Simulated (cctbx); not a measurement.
# Accept or mend?

Cell a = 12.1800 Å, b = 4.1970 Å, c = 8.5320 Å, α = 90.00°, β = 134.27°, γ = 90.00°; space group C2 (no. 5). The compound is Fe3Rh3N2.

Simulated single-crystal data (cctbx): Ga Kα, λ = 1.3414 Å, to d = 0.83 Å, 95 % of the full sphere, strongest reflection 20000 counts, noise from counting, a 4 % proportional error and a noise floor of 8 counts (s.d.); no absorption.

An anisotropic refinement with weights 1/σ² prints:

```text
Rint 0.026, 576 unique reflections to 0.83 A
cycle     R1     wR2    GooF  max shift (A)
   1  0.0425  0.1215   3.002   0.00554
   2  0.0397  0.1082   2.674   0.00014
final R1 0.0397 wR2 0.1082 GooF 2.674  parameters 63  data/parameter 9.1
atom        x        y        z      Ueq    occ   su(xyz)  su(Uiso or U11)
Rh1    0.13955  0.47655  0.60569   0.0097  1.000  0.00035  0.0007
Rh2    0.83341  0.76046  0.61601   0.0082  1.000  0.00036  0.0007
Rh3    0.28345  0.74568  0.94364   0.0114  1.000  0.00038  0.0007
Fe1    0.96496  0.01570  0.32935   0.0128  1.000  0.00085  0.0015
Fe2    0.92199  0.22975  0.81528   0.0140  1.000  0.00083  0.0014
Fe3    0.39995  0.27003  0.97447   0.0112  1.000  0.00081  0.0013
N1     0.95414  0.51372  0.24079   0.0219  1.000  0.00646  0.0079
difference map: max 7.65 min -1.22 rms 0.55
Q1    0.2041  0.9781  0.6626    4    8.00  2.10 A from Rh3
Q2    0.2105  0.5436  0.6694    4    2.67  0.68 A from Rh1
Q3    0.0532  0.2453  0.3144    4    1.57  1.34 A from Fe2
Q4    0.2486  0.2391  0.0832    4    1.54  0.28 A from Rh3
Q5    0.1543  0.7559  0.3709    4    1.31  0.11 A from Rh2
Q6    0.1645  0.0162  0.7640    4    1.27  1.17 A from Fe1
```

**Question.** Can this result stand? If not, what is the likely fault?

Mend it. The fault: an atom left out, N at (0.2067, 0.9785, 0.6626). Against the right model at the same level, R1 goes from 0.0148 to 0.0397 and GooF from 0.93 to 2.67 and the top difference peak, 8.0 e/Å³, lies 2.10 Å from Rh3. Q1 is the missing atom. With scattering power missing, scale and phases suffer, so peaks may also grow on the heavy atoms.

The compound is Fe3Rh3N2. The right model at the same level gives:

```text
Rint 0.026, 576 unique reflections to 0.83 A
cycle     R1     wR2    GooF  max shift (A)
   1  0.0194  0.0532   1.326   0.01230
   3  0.0148  0.0372   0.928   0.00028
final R1 0.0148 wR2 0.0372 GooF 0.928  parameters 72  data/parameter 8.0
atom        x        y        z      Ueq    occ   su(xyz)  su(Uiso or U11)
Rh1    0.13939  0.47672  0.60536   0.0111  1.000  0.00012  0.0002
Rh2    0.83347  0.76078  0.61607   0.0094  1.000  0.00013  0.0002
Rh3    0.28319  0.74523  0.94355   0.0127  1.000  0.00014  0.0002
Fe1    0.96468  0.01535  0.32874   0.0140  1.000  0.00030  0.0005
Fe2    0.92146  0.22885  0.81479   0.0149  1.000  0.00029  0.0005
Fe3    0.40007  0.27123  0.97466   0.0129  1.000  0.00029  0.0004
N1     0.20584  0.97899  0.66358   0.0185  1.000  0.00192  0.0030
N2     0.95446  0.51242  0.24049   0.0234  1.000  0.00219  0.0031
Flack x: -0.030(12)
Hooft y: -0.035(16)  Bijvoet pairs: 244
difference map: max 0.58 min -0.56 rms 0.16
Q1    0.1695  0.9960  0.3307    4    0.59  1.10 A from Rh2
Q2    0.2523  0.2408  0.8700    4    0.53  1.35 A from Fe3
Q3    0.0325  0.2246  0.2878    4    0.53  1.33 A from Fe2
Q4    0.1218  0.9583  0.8711    4    0.52  1.25 A from Fe1
Q5    0.1166  0.4952  0.8315    4    0.50  0.62 A from N2
Q6    0.0680  0.2393  0.4164    4    0.49  1.31 A from Fe1
```

This is a model crystal, built by substitution and not relaxed, with assumed displacement parameters.

[Middle refinement cycles are left out of these outputs.]

[Logs are printed without paths, hosts, clocks, repeated set-up lines and the standing remarks that a program may print on its own settings, such as how far it seeks lower states.]
